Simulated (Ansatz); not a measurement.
**SiPb2 (model cell, started as cuprite): following an unstable mode**

Which phase does SiPb2 (model cell, started as cuprite) fall into along its unstable mode, and how much energy does it gain?

Program: Ansatz 0.2.0. Level of theory: DFT PBE, scalar-relativistic, plane waves, PAW. Results are calculated unless marked as measured.

Report form: the programs' logs are mostly left out.

The structure was built from a prototype and need not be the compound's stable phase.

### Step 1. Set-up

It takes space group Pn-3m (No. 224, cubic). The conventional cell has a = 6.148 Å, b = 6.148 Å, c = 6.148 Å, α = 90.00°, β = 90.00°, γ = 90.00°. Nearest to Si lie 4 Pb at 2.66 Å. Nearest to Pb lie 2 Si at 2.66 Å. Farther neighbours are not listed.

As a file:

```cif
data_structure
_symmetry_space_group_name_H-M 'Pn-3m:1'
_symmetry_Int_Tables_number 224
_cell_length_a 6.1481
_cell_length_b 6.1481
_cell_length_c 6.1481
_cell_angle_alpha 90.000
_cell_angle_beta 90.000
_cell_angle_gamma 90.000
_cell_volume 232.39
loop_
_atom_site_label
_atom_site_type_symbol
_atom_site_symmetry_multiplicity
_atom_site_Wyckoff_symbol
_atom_site_fract_x
_atom_site_fract_y
_atom_site_fract_z
_atom_site_occupancy
Si1 Si 2 a 0.00000 0.00000 0.00000 1
Pb1 Pb 4 b 0.25000 0.25000 0.25000 1
```

### Step 2. Phonons on a q mesh

The cell comes from relaxations at this level that are not shown. Stability and thermal properties need the whole zone. Linear response on a 2×2×2 q mesh gives force constants as far as a supercell of that size would.

Contents of input.yaml:

```yaml
crystal:
  lattice:
    - [6.1481006399, 0.0, 0.0]
    - [0.0, 6.1481006399, 0.0]
    - [0.0, 0.0, 6.1481006399]
  atoms:
    - { symbol: Si, position: [0.0, 0.0, 0.0] }
    - { symbol: Si, position: [0.5, 0.5, 0.5] }
    - { symbol: Pb, position: [0.25, 0.25, 0.25] }
    - { symbol: Pb, position: [0.75, 0.75, 0.25] }
    - { symbol: Pb, position: [0.75, 0.25, 0.75] }
    - { symbol: Pb, position: [0.25, 0.75, 0.75] }
kpoints:
  mp_grid: { grid: [6, 6, 6] }
hamiltonian:
  xc: pbe
scf:
  occupations: { method: methfessel_paxton, width: 0.2 }
output:
  eigenvalues: true
phonons:
  method: dfpt
  qmesh: [2, 2, 2]
  temperatures: { t_max: 1000, t_step: 50 }
  qpath:
    path:
      - [[0.0, 0.0, 0.0], [0.0, 0.5, 0.0], [0.5, 0.5, 0.0], [0.0, 0.0, 0.0], [0.5, 0.5, 0.5], [0.0, 0.5, 0.0]]
      - [[0.5, 0.5, 0.5], [0.5, 0.5, 0.0]]
    npoints: 10
```

Started as:

```
> ansatz run input.yaml --threads 8 --pin off --max-ram 14336MiB --backend cpu --events-out ev --progress --plain --runs-dir out
```

Run time: 4.6 min. Hardware: 8 threads of Arm Neoverse N1, shared host; peak memory 3.1 GiB; 35 min of CPU time.

Numbers from this step:

```
volume per atom                                         : 38.73 Å³
gap on the k-mesh                                       : 0 eV
sum-rule residual before enforcement                    : 1.08e-5 eV/Å²
lowest frequency on the path                            : -67.89 cm⁻¹
point group                                             : m-3m
highest frequency on the path or at a solved wavevector : 262.3 cm⁻¹
highest optical mode at the zone centre (no LO-TO term) : 247.6 cm⁻¹
lowest optical zone-centre mode                         : -57.62 cm⁻¹
lowest mode on the q mesh (acoustic modes at Γ apart)   : -67.89 cm⁻¹
```

Frequencies (cm⁻¹) solved at each irreducible wavevector; negative means imaginary. Frequencies by wavevector, by row:

| q in reciprocal lattice units | star | mode 1 | mode 2 | mode 3 | mode 4 | mode 16 | mode 17 | mode 18 |
| --- | --- | --- | --- | --- | --- | --- | --- | --- |
| 0 0 0 | 1 | -57.6 | -57.6 | -57.6 | -47.1 | 247.6 | 247.6 | 247.6 |
| 0 0 -0.5 | 3 | -56.8 | -56.8 | -51.3 | -51.3 | 233.2 | 260.6 | 260.6 |
| 0 -0.5 -0.5 | 3 | -56.7 | -56.7 | -51.5 | -51.5 | 224.8 | 257.2 | 257.2 |
| -0.5 -0.5 -0.5 | 1 | -67.9 | -67.9 | -67.9 | -38.8 | 247.2 | 247.2 | 247.2 |

Interpolated from a 2×2×2 q mesh. Phonon branches along the path, in cm⁻¹:

| point | branch 1 | branch 2 | branch 3 | branch 4 | branch 15 | branch 16 | branch 17 | branch 18 |
| --- | --- | --- | --- | --- | --- | --- | --- | --- |
| Γ | -58 | -58 | -58 | -47 | 195 | 248 | 248 | 248 |
| halfway | -54 | -54 | -52 | -51 | 211 | 245 | 255 | 255 |
| X | -57 | -57 | -51 | -51 | 233 | 233 | 260 | 260 |
| halfway | -57 | -57 | -51 | -51 | 226 | 226 | 260 | 260 |
| M | -57 | -57 | -52 | -52 | 225 | 225 | 257 | 257 |
| halfway | -55 | -54 | -54 | -50 | 205 | 244 | 254 | 260 |
| Γ | -58 | -58 | -58 | -47 | 195 | 248 | 248 | 248 |
| halfway | -60 | -60 | -48 | -48 | 194 | 252 | 254 | 254 |
| R | -68 | -68 | -68 | -39 | 210 | 247 | 247 | 247 |
| halfway | -65 | -60 | -49 | -49 | 208 | 242 | 253 | 260 |
| X | -57 | -57 | -51 | -51 | 233 | 233 | 260 | 260 |
| jump to R | -68 | -68 | -68 | -39 | 210 | 247 | 247 | 247 |
| halfway | -65 | -65 | -58 | -44 | 213 | 240 | 254 | 254 |
| M | -57 | -57 | -52 | -52 | 225 | 225 | 257 | 257 |

Symmetry leaves 4 wavevectors to solve. The lowest mode among them, the acoustic zeros apart, lies at q = (-0.5, -0.5, -0.5) and is imaginary, 67.9i cm⁻¹, so the energy falls along it.

### Step 3. The mode frozen in, largest atomic shift 0 Å

The mode followed lies at q = (-0.5, -0.5, -0.5) with frequency 67.9i cm⁻¹ and is 3-fold degenerate, the softest among the wavevectors solved. At small amplitude the distorted cell has space group no. 166 by a symmetry search on the positions. The undistorted cell that holds it gives the zero of energy on the same k mesh.

System of this step: SiPb2 (model cell, started as cuprite). The structure is cubic, space group Pn-3m (No. 224). The conventional cell has a = 6.148 Å, b = 6.148 Å, c = 6.148 Å, α = 90.00°, β = 90.00°, γ = 90.00°. Nearest to Si lie 4 Pb at 2.66 Å. Pb has 2 Si at 2.66 Å nearest. Farther neighbours are not listed.

Contents of input.yaml:

```yaml
crystal:
  lattice:
    - [6.1481006399, 6.1481006399, 0.0]
    - [6.1481006399, 0.0, 6.1481006399]
    - [6.1481006399, 0.0, -6.1481006399]
  atoms:
    - { symbol: Si, position: [0.0, 1.0, 1.0] }
    - { symbol: Si, position: [0.0, 0.5, 0.5] }
    - { symbol: Si, position: [0.5, 0.25, 0.75] }
    - { symbol: Si, position: [0.5, 0.75, 0.25] }
    - { symbol: Pb, position: [0.25, 0.125, 0.875] }
    - { symbol: Pb, position: [0.25, 0.625, 0.375] }
    - { symbol: Pb, position: [0.75, 0.125, 0.875] }
    - { symbol: Pb, position: [0.75, 0.625, 0.375] }
    - { symbol: Pb, position: [0.25, 0.625, 0.875] }
    - { symbol: Pb, position: [0.25, 0.125, 0.375] }
    - { symbol: Pb, position: [0.75, 0.125, 0.375] }
    - { symbol: Pb, position: [0.75, 0.625, 0.875] }
kpoints:
  mp_grid: { grid: [6, 6, 6] }
hamiltonian:
  xc: pbe
scf:
  occupations: { method: methfessel_paxton, width: 0.2 }
output:
  forces: true
  stress: true
  eigenvalues: true
```

It took 6.8 s on 8 threads; peak memory 1.9 GiB; 51 s of CPU time.

This step gave:

| Quantity | Value |
| --- | --- |
| pressure | 0.03867 GPa |
| energy from the undistorted cell | 0 meV/atom |

The run ends at a pressure of 0.04 GPa.

### Step 4. The mode frozen in, largest atomic shift 0.6 Å

The atoms are moved along the unstable eigenvector, the largest shift by 0.6 Å, with the cell fixed.

Contents of input.yaml:

```yaml
crystal:
  lattice:
    - [6.1481006399, 6.1481006399, 0.0]
    - [6.1481006399, 0.0, 6.1481006399]
    - [6.1481006399, 0.0, -6.1481006399]
  atoms:
    - { symbol: Si, position: [0.0563442568, 0.9718278716, 1.0281721284] }
    - { symbol: Si, position: [-0.0563442568, 0.5281721284, 0.4718278716] }
    - { symbol: Si, position: [0.5563442568, 0.2218278716, 0.7781721284] }
    - { symbol: Si, position: [0.4436557432, 0.7781721284, 0.2218278716] }
    - { symbol: Pb, position: [0.2393742944, 0.1552856894, 0.8447143106] }
    - { symbol: Pb, position: [0.2606257056, 0.5947143106, 0.4052856894] }
    - { symbol: Pb, position: [0.7893199677, 0.1053400162, 0.8946599838] }
    - { symbol: Pb, position: [0.7106800323, 0.6446599838, 0.3553400162] }
    - { symbol: Pb, position: [0.2393742944, 0.6053400162, 0.8447143106] }
    - { symbol: Pb, position: [0.2606257056, 0.1446599838, 0.4052856894] }
    - { symbol: Pb, position: [0.6894286211, 0.1552856894, 0.3946599838] }
    - { symbol: Pb, position: [0.8105713789, 0.5947143106, 0.8553400162] }
kpoints:
  mp_grid: { grid: [6, 6, 6] }
hamiltonian:
  xc: pbe
scf:
  occupations: { method: methfessel_paxton, width: 0.2 }
output:
  forces: true
  stress: true
  eigenvalues: true
```

Run time: 17 s. Hardware: 8 threads; peak memory 2.2 GiB.

Numbers from this step:

| Item | Value |
| --- | --- |
| pressure | -1.678 GPa |
| energy from the undistorted cell | -106.1 meV/atom |

The energy, extrapolated to zero smearing, is -106.11 meV/atom against the undistorted cell.

The run ends at a pressure of -1.68 GPa, with forces up to 1.6 eV/Å.

### Step 5. Energy along the mode, all amplitudes (two of the runs are shown above)

An imaginary frequency means negative curvature, so the energy should fall and then rise again as anharmonic terms take over.

This step gave:

```yaml
depth_at_the_lowest_point_sampled: 106.1 meV/atom
largest_atomic_shift_at_that_point: 0.6 Å
```

Energy from the parent against largest atomic shift:

| largest atomic shift (Å) | energy from the parent (meV/atom) |
| --- | --- |
| 0.000 | 0 |
| 0.040 | -0.791 |
| 0.080 | -3.12 |
| 0.140 | -9.39 |
| 0.220 | -23.2 |
| 0.320 | -48.0 |
| 0.450 | -81.3 |
| 0.600 | -106 |

Displacement at unit largest shift by atom:

| atom | x (Å) | y (Å) | z (Å) | size |
| --- | --- | --- | --- | --- |
| Si1 | 0.577 | 0.577 | -0.577 | 0.999 |
| Si2 | -0.577 | -0.577 | 0.577 | 0.999 |
| Si3 | 0.577 | 0.577 | -0.577 | 0.999 |
| Si4 | -0.577 | -0.577 | 0.577 | 0.999 |
| Pb5 | -0.109 | -0.109 | 0.621 | 0.640 |
| Pb6 | 0.109 | 0.109 | -0.621 | 0.640 |
| Pb7 | 0.403 | 0.403 | -0.403 | 0.698 |
| Pb8 | -0.403 | -0.403 | 0.403 | 0.698 |
| Pb9 | -0.621 | -0.109 | 0.109 | 0.640 |
| Pb10 | 0.621 | 0.109 | -0.109 | 0.640 |
| Pb11 | -0.109 | -0.621 | 0.109 | 0.640 |
| Pb12 | 0.109 | 0.621 | -0.109 | 0.640 |

The lowest of the steps tried is the last one, at 0.6 Å, 106 meV/atom below the parent; the bottom of the well need not coincide with a step.

### Step 6. Relaxing from the distorted cell

Starting from the lowest point found, all atoms and the cell are let go, so that strain and other modes of the same symmetry can join in.

Changes to input.yaml since step 4:

```diff
@@ -28 +28,6 @@
   eigenvalues: true
+relax:
+  adjacent_minimum: "off"
+  f_tol: 0.002
+  max_steps: 120
+  cell: { stress_tol: 0.03 }
```

It took 3.8 min on 8 threads; peak memory 2.3 GiB.

The steps of the relaxation:

| step | energy less that of the first step (eV) | largest force component (eV/Å) | pressure (GPa) | volume (Å³) |
| --- | --- | --- | --- | --- |
| 1 | 0.0000 | 0.9432 | -1.68 | 464.79 |
| 2 | -0.7565 | 0.5421 | 0.35 | 424.22 |
| 3 | -1.0611 | 0.4635 | -0.32 | 420.29 |
| 4 | -1.4190 | 0.6695 | -0.33 | 410.61 |
| 5 | -1.9356 | 0.8917 | -0.29 | 402.35 |
| 6 | -2.3981 | 0.4152 | 0.09 | 395.41 |
| 7 | -2.6635 | 0.1537 | 0.06 | 394.32 |
| 8 | -2.7464 | 0.0381 | 0.12 | 396.11 |
| 9 | -2.7474 | 0.0466 | -0.03 | 396.80 |
| 10 | -2.7534 | 0.0072 | -0.01 | 397.44 |
| 11 | -2.7534 | 0.0055 | -0.01 | 397.51 |
| 12 | -2.7535 | 0.0008 | 0.00 | 397.27 |
| 13* | -2.7493 | 0.0008 | -0.01 | 397.27 |

Relaxation steps marked * repeat the geometry before them on a plane-wave basis chosen anew for their cell, so energy and pressure can jump there.

Forces are held to the 12 operations that the run works with; a distortion that breaks them can't arise in this run.

| conventional cell, symmetrised | before | after | change |
| --- | --- | --- | --- |
| a (Å) | 8.695 | 8.032 | -7.6 % |
| b (Å) | 8.695 | 8.032 | -7.6 % |
| c (Å) | 21.298 | 21.332 | +0.2 % |
| volume (Å³/atom) | 38.73 | 33.11 | -14.5 % |

The atoms that moved most (Å, as changes of fractional coordinates times the final cell):

| atom | dx | dy | dz | length |
| --- | --- | --- | --- | --- |
| Si1 | 0.534 | 0.534 | -0.534 | 0.925 |
| Si4 | -0.534 | -0.534 | 0.534 | 0.925 |
| Si2 | 0.159 | 0.159 | -0.159 | 0.275 |
| Si3 | -0.159 | -0.159 | 0.159 | 0.275 |
| Pb12 | 0.162 | 0.063 | -0.162 | 0.237 |
| Pb9 | -0.063 | -0.162 | 0.162 | 0.237 |
| Pb10 | 0.063 | 0.162 | -0.162 | 0.237 |
| Pb11 | -0.162 | -0.063 | 0.162 | 0.237 |

The relaxed structure:

```xyz
12
Lattice="5.9985 5.9985 -0.3191 5.6795 0.0000 5.6795 5.9985 0.3191 -5.9985" Properties=species:S:1:pos:R:3 pbc="T T T"
Si   12.5592    1.2003   -1.2003
Si    5.6506   -0.0289    0.0289
Si    9.1064    3.4270   -3.4270
Si    7.8773    2.1978    3.4816
Pb    7.2231    1.5437   -4.1987
Pb    7.5339    1.8544    0.8006
Pb   10.6857    5.0062   -5.0062
Pb   10.0698    4.3904    1.2891
Pb    9.8781    1.5437   -1.5437
Pb    4.8789    1.8544   -1.8544
Pb    7.2231    4.1987   -1.5437
Pb   13.5324    5.1979   -2.1735
```

Numbers from this step:

| Property | Result |
| --- | --- |
| pressure | -0.006991 GPa |
| volume per atom | 33.11 Å³ |

The distorted start has space group R-3m; the relaxation ends in R-3m.

### Step 7. What came out

```json
{"unstable mode of the parent": "q = (-0.5, -0.5, -0.5), 68i cm⁻¹", "depth at the lowest point sampled": "106 meV/atom", "largest atomic shift at that point": "0.6 Å", "space group reached (within 0.01 Å)": "R-3m", "energy gained over the parent (first relaxation, on the mesh of the frozen mode)": "335 meV/atom", "volume per atom, phase reached": "33.1 Å³"}
```

**Reading.** Along this mode the structure falls into R-3m, 335 meV/atom below the parent. At the parent's cell the well is 106.1 meV/atom deep on the steps tried, with its lowest point at a shift of 0.6 Å. That is the last step tried, so the steps alone don't bracket the bottom of the well. Relaxing atoms and cell changes the gain by +229.04 meV/atom against the lowest step (energies at zero smearing). Most of the total comes from this relaxation. The modes of the phase reached were not computed on this path. Of the 6 patterns followed to their end from this parent, this one ends 105 meV/atom above the lowest, I4_1/amd. Each path keeps the symmetry of its pattern, so a lower phase may lie along a pattern not tried. With no gap, or one that is small against the smearing, the frequencies hang on the k mesh and the smearing, most of all near Kohn anomalies. The volume moved by more than a tenth on the k mesh of the start, so the energy gain is rough. Spin-orbit coupling is left out, which can matter for the heavy elements here. A phonon run warned that its eigensolver left some bands unconverged in a pass. The starting cell was built on a prototype and not taken from a measurement, so the phase need not exist.

[Logs are printed without paths, hosts, clocks, repeated set-up lines and the standing remarks that a program may print on its own settings, such as how far it seeks lower states.]

[Hosts, paths, dates, database ids (printed as entryN), source tags and the programs' standing remarks are cut or masked in the printed files.]
